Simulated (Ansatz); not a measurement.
In doubt: masses and optical values from hybrid runs of this build are listed as unsure, which bears on the screening that GW takes from such a start.

Rows from a G0W0 calculation on SnSe2 (P-3m1) (Ansatz 0.2.0; G0W0 on HSE06, plane waves, PAW; PAW set soft_1; 6×6×4 mesh, 175 empty bands, screening to 100 eV, PAW set soft_1 files), in eV. Spin-orbit coupling is left out.

| row | k | band | start | Σx | Σc at the solution | Vxc |
| --- | --- | --- | --- | --- | --- | --- |
| A | (0.000, -0.500, -0.500) | c2 | 12.240 | -7.337 | -3.841 | -11.136 |
| B | (0.000, -0.500, -0.500) | v1 | 6.601 | -17.194 | 1.790 | -15.354 |
| C | (0.000, 0.167, -0.250) | v1 | 7.396 | -17.538 | 1.478 | -16.014 |
| D | (0.000, -0.500, -0.500) | c1 | 8.697 | -11.041 | -2.938 | -14.105 |
| E | (0.000, 0.167, -0.250) | c2 | 12.052 | -8.739 | -3.983 | -12.763 |
| F | (0.000, 0.167, -0.250) | c1 | 10.632 | -11.655 | -3.571 | -15.379 |

**Question.** Give the quasiparticle energies and the shift of each level.

The quasiparticle equation reads E = start + Σx + Σc(E) − Vxc.

| row | E (eV) | shift (eV) |
| --- | --- | --- |
| A | 12.198 | −0.042 |
| B | 6.551 | −0.050 |
| C | 7.350 | −0.046 |
| D | 8.823 | +0.126 |
| E | 12.092 | +0.040 |
| F | 10.785 | +0.153 |

The gap over the computed points goes from 1.30 eV to 1.47 eV.

Limits: not at the basis limit; no spin-orbit coupling.

[Runs of the session that timed out or met a known fault of the program may be left out.]

[Cells called generated may have been cut or substituted from an entry of the Crystallography Open Database or the Materials Project.]

[Hosts, paths, dates, database ids (printed as entryN), source tags and the programs' standing remarks are cut or masked in the printed files.]
